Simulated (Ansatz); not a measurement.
# How KCl (Sylvite, Fm-3m) expands on warming, part 4 of 4

How much does KCl (Sylvite) expand with temperature?

What experiment has found for this phase:
- volume expansion coefficient 111.3 1e-6/K and heat capacity C_P per formula unit 51.7 J/mol/K near room temperature (given in “High-Throughput Prediction of Finite-Temperature Properties using the Quasi-Harmonic Approximation”, 2016, arXiv:1603.06924)
- volume expansion coefficient 114.9 1e-6/K near room temperature (given in “Descriptors for thermal expansion in solids”, 2017, arXiv:1701.03966)

Ansatz 0.2.0; DFT LDA, scalar-relativistic, plane waves, PAW (the session's first sound run).

So far, principal linear expansion coefficients at 298 K (× 1e-6/K): step 6 (the quasi-harmonic study, functional LDA, q-mesh 2×2×2) 36.3; step 8 (q-mesh 4×4×4) 36.2.

### 10. A new level, relaxed again

The functional, the potentials or the cutoff change, so the crystal is relaxed again at the new setting.

This step: DFT PBE, scalar-relativistic, plane waves, PAW (Ansatz 0.2.0).

input.yaml reads:

```yaml
crystal:
  lattice:
    - [0.0, 3.0385007308, 3.0385007308]
    - [3.0385007308, 0.0, 3.0385007308]
    - [3.0385007308, 3.0385007308, 0.0]
  atoms:
    - { symbol: K, position: [0.0, 0.0, 0.0] }
    - { symbol: Cl, position: [0.5, 0.5, 0.5] }
kpoints:
  mp_grid: { grid: [8, 8, 8] }
hamiltonian:
  xc: pbe
scf:
  occupations: { method: fixed }
output:
  forces: true
  stress: true
  eigenvalues: true
relax:
  adjacent_minimum: "off"
  f_tol: 0.001
  max_steps: 60
  cell: { stress_tol: 0.01 }
```

Launch:

```bash
> ansatz run input.yaml --threads 4 --pin off --max-ram 16384MiB --backend cpu --events-out ev --progress --plain --runs-dir out
```

Numbers of over 12 decimals in the logs are rounded to 6 here.

The log of the run:

```text
[...]
Crystal: 2 atoms, lattice volume = 56.106 Å³
Basis set: ecut = 420 eV, 1067 PW (Γ), exchange–correlation on 60×60×60 points (8 copies of the dense FFT grid, shifted against one another)
Bands: 12, of which v1, the nominal top of the filled ones, is band 8 counted from 1 (7 counted from 0)
Symmetry: 48 space group operations
[...]
k-points: 29 of 512
[...]
SCF iter   1: F=—  HF=-2621.144760 eV  |F-HF|=—  |Δ(HF+E_count)|=         —  Δρ=2.02e-4  dr2=1.54e-5  ethr=1.77e-3  ⟨swp⟩=4.9  Hψ=1900  notcnv=0  defer=49
[...]
SCF iter   6: F=-2621.144540 eV  HF=-2621.144540 eV  |F-HF|=3.22e-10  |Δ(HF+E_count)|=   4.26e-9  Δρ=5.73e-7  dr2=4.66e-11  ethr=1.50e-11  ⟨swp⟩=5.7  Hψ=1963  notcnv=0
SCF 1 converged in 6 iterations: F = -2621.144540 eV  dr2 = 4.66e-11
[...]
relax step   1: F+E_penalty+E_count = -2621.14454031 eV  Δ(F+E_penalty+E_count) = +0.000e0 eV  max|allowed force component| = 3.846e-30 eV/Å  Δτ_max = 0.0000 Å  P = +3.399 GPa  Ω = 56.106 Å³  (6 SCF iters, dr2 threshold 1.00e-7 eV, accepted)
Crystal: 2 atoms, lattice volume = 61.640 Å³
Basis set: ecut = 420 eV, 1243 PW (Γ), exchange–correlation on 60×60×60 points (8 copies of the dense FFT grid, shifted against one another)
[...]
SCF iter   5: F=-2621.216416 eV  HF=-2621.216416 eV  |F-HF|=4.24e-7  |Δ(HF+E_count)|=   4.96e-6  Δρ=2.03e-5  dr2=1.78e-7  ethr=1.25e-9  ⟨swp⟩=6.1  Hψ=2410  notcnv=0
SCF 2 converged in 5 iterations: F = -2621.216416 eV  dr2 = 1.78e-7
[...]
relax step   2: F+E_penalty+E_count = -2621.21641616 eV  Δ(F+E_penalty+E_count) = -7.188e-2 eV  max|allowed force component| = 6.968e-30 eV/Å  Δτ_max = 0.0000 Å  P = +0.969 GPa  Ω = 61.640 Å³  energy of the carried Pulay correction = -5.640e-5 eV  (5 SCF iters, dr2 threshold 2.00e-7 eV, accepted)
Crystal: 2 atoms, lattice volume = 64.161 Å³
[...]
SCF iter   5: F=-2621.225410 eV  HF=-2621.225410 eV  |F-HF|=9.24e-8  |Δ(HF+E_count)|=   1.15e-6  Δρ=8.82e-6  dr2=3.69e-8  ethr=1.25e-9  ⟨swp⟩=7.2  Hψ=2114  notcnv=0
SCF 3 converged in 5 iterations: F = -2621.225410 eV  dr2 = 3.69e-8
relax step   3: F+E_penalty+E_count = -2621.22541004 eV  Δ(F+E_penalty+E_count) = -8.994e-3 eV  max|allowed force component| = 2.630e-30 eV/Å  Δτ_max = 0.0000 Å  P = +0.205 GPa  Ω = 64.161 Å³  energy of the carried Pulay correction = -8.038e-5 eV  (5 SCF iters, dr2 threshold 2.00e-7 eV, accepted)
[...]
relax step   4: F+E_penalty+E_count = -2621.22589611 eV  Δ(F+E_penalty+E_count) = -4.861e-4 eV  max|allowed force component| = 1.920e-29 eV/Å  Δτ_max = 0.0000 Å  P = +0.018 GPa  Ω = 64.873 Å³  energy of the carried Pulay correction = -8.698e-5 eV  (5 SCF iters, dr2 threshold 1.05e-7 eV, accepted)
[...]
relax step   5: F+E_penalty+E_count = -2621.22589965 eV  Δ(F+E_penalty+E_count) = -3.540e-6 eV  max|allowed force component| = 3.648e-30 eV/Å  Δτ_max = 0.0000 Å  P = +0.001 GPa  Ω = 64.941 Å³  energy of the carried Pulay correction = -8.760e-5 eV  (4 SCF iters, dr2 threshold 8.46e-10 eV, accepted)
Basis set: ecut = 420 eV, 1243 PW (Γ), exchange–correlation on 64×64×64 points (8 copies of the dense FFT grid, shifted against one another)
[...]
SCF iter   6: F=-2621.226108 eV  HF=-2621.226108 eV  |F-HF|=4.55e-13  |Δ(HF+E_count)|=  5.91e-12  Δρ=2.40e-8  dr2=2.96e-13  ethr=1.00e-12  ⟨swp⟩=6.0  Hψ=2294  notcnv=0
SCF 6 converged in 6 iterations: F = -2621.226108 eV  dr2 = 2.96e-13
relax step   6: F+E_penalty+E_count = -2621.22610837 eV  Δ(F+E_penalty+E_count) = -2.087e-4 eV  max|allowed force component| = 3.673e-30 eV/Å  Δτ_max = 0.0000 Å  P = +0.008 GPa  Ω = 64.941 Å³  stress off target by 8.16e-3 GPa  SCF on the basis re-selected at this cell (its energy is not comparable with the rows above)  (6 SCF iters)
[...]
SCF converged after 6 iterations
Free energy (F): -2621.226108 eV
[...]
Internal energy: -2621.226108 eV  (E = F + TS)
E sigma→0 (E₀):  -2621.226108 eV
Fermi energy:    0.584273 eV
[...]
--- Stress (GPa, compression-positive) ---
        0.008163      -0.000000      -0.000000
       -0.000000       0.008163      -0.000000
       -0.000000      -0.000000       0.008163
  P = ⅓ Tr σ = 0.0082 GPa (0.082 kbar)
--- Band table (eV; the first three rows and the last of 29) ---
  k-point 0: bands = [... 4 lower, -10.1709, 0.5843, 0.5843, 0.5843, 5.6330, 8.9215, 8.9215, 8.9215]
  k-point 1: bands = [... 4 lower, -10.1358, 0.4076, 0.5388, 0.5388, 5.9926, 8.8024, 9.1076, 9.1076]
  k-point 2: bands = [... 4 lower, -10.0559, 0.0376, 0.4326, 0.4326, 6.8523, 8.6873, 9.6354, 9.6354]
  k-point 28: bands = [... 4 lower, -10.0899, 0.1343, 0.1343, 0.1354, 8.5482, 8.5482, 9.8335, 10.2512]
--- Relaxed structure (5 steps of the walk, 5 accepted, 1 SCFs on fresh bases) ---
[...]
cell:  # Å, volume = 64.9407 Å³
    - [0, 3.190281, 3.190281]
    - [3.190281, 0, 3.190281]
    - [3.190281, 3.190281, 0]
  atoms:
    - { symbol: K, position: [0, 0, 0] }
    - { symbol: Cl, position: [0.5, 0.5, 0.5] }
```

The job ended after 1.9 s (4 threads of Arm Neoverse V2, shared host; peak memory 0.33 GiB).

Step by step:

| step | energy less that of the first step (eV) | largest force component (eV/Å) | pressure (GPa) | volume (Å³) |
| --- | --- | --- | --- | --- |
| 1 | 0.0000 | 0.0000 | 3.40 | 56.11 |
| 2 | -0.0719 | 0.0000 | 0.97 | 61.64 |
| 3 | -0.0809 | 0.0000 | 0.21 | 64.16 |
| 4 | -0.0814 | 0.0000 | 0.02 | 64.87 |
| 5 | -0.0814 | 0.0000 | 0.00 | 64.94 |
| 6* | -0.0816 | 0.0000 | 0.01 | 64.94 |

Relaxation steps marked * repeat the geometry before them on a plane-wave basis chosen anew for their cell, so energy and pressure can jump there.

The run keeps the 48 symmetry operations that it works with, so distortions that break them were not tested.

```
conventional cell, symmetrised  before  after   change
                         a (Å)   6.077  6.381   +5.0 %
                         b (Å)   6.077  6.381   +5.0 %
                         c (Å)   6.077  6.381   +5.0 %
              volume (Å³/atom)   28.05  32.47  +15.7 %
```

The relaxed structure:

```xyz
2
Lattice="0.0000 3.1903 3.1903 3.1903 0.0000 3.1903 3.1903 3.1903 0.0000" Properties=species:S:1:pos:R:3 pbc="T T T"
K     0.0000    0.0000    0.0000
Cl    3.1903    3.1903    3.1903
```

This step gave:

- pressure: 0.008163 GPa
- gap on the k-mesh: 5.049 eV
- volume per atom: 32.47 Å³

The residual pressure is 0.0082 GPa, small enough for phonons.

### 11. Phonons on strained cells, q-mesh 4×4×4

The study relaxes the crystal at several strains, solves the phonons on some of them and minimises the free energy at each temperature (static energy, vibrations, the electrons in a metal, and PV under a set pressure); the q-mesh sets how far the force constants reach.

input.yaml, the sections that differ from step 10:

```yaml
crystal:
  lattice:
    - [0.0, 3.1902809034, 3.1902809034]
    - [3.1902809034, 0.0, 3.1902809034]
    - [3.1902809034, 3.1902809034, 0.0]
  atoms:
    - { symbol: K, position: [0.0, 0.0, 0.0] }
    - { symbol: Cl, position: [0.5, 0.5, 0.5] }
output:
  eigenvalues: true
phonons:
  method: dfpt
  qmesh: [4, 4, 4]
  temperatures: { t_max: 800.0, t_step: 50 }
  thermal_expansion: {}
# kpoints, hamiltonian, scf: as in step 10
# relax: removed
```

The log of the run:

```text
[...]
Crystal: 2 atoms, lattice volume = 64.941 Å³
Basis set: ecut = 487.2 eV, 1591 PW (Γ), exchange–correlation on 72×72×72 points (8 copies of the dense FFT grid, shifted against one another)
Bands: 12, of which v1, the nominal top of the filled ones, is band 8 counted from 1 (7 counted from 0)
Symmetry: 48 space group operations
[...]
vibrations' free energy: its fit leaves 0.0129 meV an atom at the most
  the electrons' free energy at temperature is not in it: every band gap is over 0.83 eV
  free energies summed between the sampled wave vectors
[...]
band gaps on the cells' k-points are 4.493 to 5.147 eV
[key lines of the parts left out:]
SCF converged after 7 iterations
Free energy (F): -2621.226184 eV
Fermi energy:    0.584256 eV
P = ⅓ Tr σ = 0.0079 GPa (0.079 kbar)
```

The job ended after 17 min (4 threads; peak memory 1.3 GiB; 66 min of CPU time).

Changing the level of theory (LDA → PBE) takes the volume expansion at 298 K from 109 to 168 × 10⁻⁶/K and B_T from 20.1 to 12.5 GPa.

### 12. The series together

Times are for 4 threads of Arm Neoverse V2, shared host. The series side by side:

| no. | functional | cutoff (eV) | k-mesh | q-mesh | method | pressure (GPa) | volume expansion coefficient at 298 K (1e-6/K) | C_P at 298 K (J/mol-atom/K) | isothermal bulk modulus at 298 K (GPa) | time | memory (GiB) |
| --- | --- | --- | --- | --- | --- | --- | --- | --- | --- | --- | --- |
| 1 | lda | 487.2 | 8×8×8 | 2×2×2 | dfpt | 0 | 108.9 | 25.44 | 20.17 | 2 min | 0.62 |
| 2 | lda | 487.2 | 8×8×8 | 4×4×4 | dfpt | 0 | 108.6 | 25.43 | 20.15 | 11 min | 1.2 |
| 3 | pbe | 487.2 | 8×8×8 | 4×4×4 | dfpt | 0 | 168.1 | 26.58 | 12.45 | 17 min | 1.3 |

The runs together, line volume. The expansion coefficient, volume by temperature; values in 1e-6/K:

```
temperature (K)  lda, 487.2, 8×8×8, 2×2×2, dfpt, 0  lda, 487.2, 8×8×8, 4×4×4, dfpt, 0  pbe, 487.2, 8×8×8, 4×4×4, dfpt, 0
              0                                  0                                  0                                  0
             50                               29.8                               29.4                                 61
            100                               70.3                               69.9                                112
            150                               87.2                               86.8                                132
            200                               96.4                               96.1                                145
            250                                103                                103                                157
            298                                109                                109                                168
            300                                109                                109                                169
            350                                115                                115                                182
            400                                121                                121                                198
            450                                128                                127                                220
            500                                135                                135                                251
            550                                143                                143                                301
            600                                153                                153                                403
            650                                165                                165                                863
            700                                179                                180                                  -
            750                                198                                199                                  -
            800                                223                                225                                  -
```

The runs together, line C_P. Heat capacity, C_P against temperature; values in J/mol-atom/K:

```csv
temperature (K),"lda, 487.2, 8×8×8, 2×2×2, dfpt, 0","lda, 487.2, 8×8×8, 4×4×4, dfpt, 0","pbe, 487.2, 8×8×8, 4×4×4, dfpt, 0"
0,0,0,0
50,10.1,10.1,12.6
100,19.2,19.2,21.0
150,22.5,22.5,23.6
200,24.0,24.0,25.0
250,24.8,24.8,25.8
298,25.4,25.4,26.6
300,25.5,25.4,26.6
350,26.0,26.0,27.4
400,26.5,26.5,28.2
450,27.0,26.9,29.3
500,27.5,27.5,30.7
550,28.0,28.0,33.0
600,28.7,28.7,37.4
650,29.4,29.4,57.0
700,30.4,30.4,-
750,31.5,31.6,-
800,33.1,33.2,-
```

### 13. Summary of results

```json
{
 "settings of these figures": "PBE, 487.2 eV, k 8×8×8, q 4×4×4",
 "volume expansion coefficient at 298 K": "168.1 1e-6/K",
 "C_P at 298 K": "26.58 J/mol-atom/K",
 "entropy at 298 K": "44.86 J/mol-atom/K",
 "isothermal bulk modulus at 298 K": "12.45 GPa",
 "Grüneisen parameter at 298 K": "1.752",
 "volume at 298 K": "33.97 Å³/atom",
 "principal linear expansion coefficients at 298 K": "56.02, 56.02, 56.02 1e-6/K"
}
```

What this shows: Near room temperature KCl (Sylvite) expands by 168 × 10⁻⁶/K in volume by PBE, with C_P = 26.6 J/(mol K) per mole of atoms and B_T = 12.5 GPa. At some temperatures (first at 650 K) the program's own estimate of the fit error is large against the linear coefficients, so those rows are unreliable. Between 298.15 and 650 K the bulk modulus falls by 76 % and the Grüneisen parameter grows; in this range the quasi-harmonic approximation, which lacks anharmonicity at fixed volume, tends to overshoot. C_P at room temperature is 107 % of the classical 3R an atom; C_V is 98 %, and the rest is expansion work. Above 650 K the study finds no volume of rest, and gives nothing there: the quasi-harmonic free energy has lost its minimum, and the figures just below are already near that breakdown. A measured volume expansion coefficient near room temperature is 111.3 1e-6/K (arXiv:1603.06924); the calculated 168 1e-6/K differs by +51 %. A measured heat capacity per formula unit near room temperature is 51.7 J/mol/K (arXiv:1603.06924); the calculated 53.2 J/mol/K differs by +3 %. The levels of theory differ by up to 59.5 × 10⁻⁶/K in the volume expansion at 298 K.

[Logs are printed without paths, hosts, clocks, repeated set-up lines and the standing remarks that a program may print on its own settings, such as how far it seeks lower states.]

[Hosts, paths, dates, database ids (printed as entryN), source tags and the programs' standing remarks are cut or masked in the printed files.]

[A step with changed settings may run another functional than the one named; its input shows which.]
